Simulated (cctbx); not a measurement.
# Resonant diffraction in SrHf3

Space group Pm-3m (no. 221), a = 4.7970 Å, b = 4.7970 Å, c = 4.7970 Å, α = 90.00°, β = 90.00°, γ = 90.00°.

| atom | mult. | x | y | z | Ueq (Å²) |
| --- | --- | --- | --- | --- | --- |
| Hf1 | 3 | 1/2 | 1/2 | 0 | 0.0046 |
| Sr1 | 1 | 0 | 0 | 0 | 0.0062 |

The model is made up (kin elements in a known structure type, no relaxation), so it says nothing on whether the phase exists.

Calculated with cctbx: free-atom f′ and f″ from the Sasaki tables, no fine structure; amplitudes in electrons.

| E (eV) | F 1 3 1 | F 1 0 1 | F 0 2 2 | F 2 2 2 |
| --- | --- | --- | --- | --- |
| 15505 | 164.0 | 34.0 | 177.4 | 160.1 |
| 15855 | 163.4 | 34.9 | 176.8 | 159.5 |
| 15985 | 162.8 | 35.6 | 176.2 | 158.9 |
| 16045 | 162.2 | 36.3 | 175.6 | 158.3 |
| 16075 | 161.6 | 36.9 | 174.9 | 157.7 |
| 16090 | 161.0 | 37.6 | 174.3 | 157.0 |
| 16097 | 160.4 | 38.2 | 173.7 | 156.5 |
| 16101 | 159.8 | 38.9 | 173.1 | 155.9 |
| 16109 | 159.9 | 38.8 | 173.2 | 156.0 |
| 16113 | 160.7 | 38.0 | 174.0 | 156.8 |
| 16120 | 161.3 | 37.3 | 174.6 | 157.4 |
| 16135 | 162.0 | 36.5 | 175.4 | 158.1 |
| 16165 | 162.7 | 35.8 | 176.1 | 158.8 |
| 16255 | 163.7 | 34.9 | 177.1 | 159.8 |
| 16505 | 164.8 | 33.9 | 178.1 | 160.8 |

**Question.** Which edge is crossed, and why do the reflections move as they do?

The K edge of Sr. The edge is at 16105 eV. f′ of Sr falls from -4.4 e at 15985 eV to -7.7 e at 4 eV below it, and f″ steps from 0.52 to 3.77 e across it. Over that approach |F| changes by -2 % (1 3 1), +9 % (1 0 1), -2 % (0 2 2) and -2 % (2 2 2): a reflection falls where Sr scatters in phase with the total and rises where it scatters against it; it hardly moves where the Sr term is small or cancels by symmetry. Above the edge the larger f″ enters the imaginary part, where it can add to or cancel the other atoms' f″. The structure is centrosymmetric, so Friedel mates stay equal.
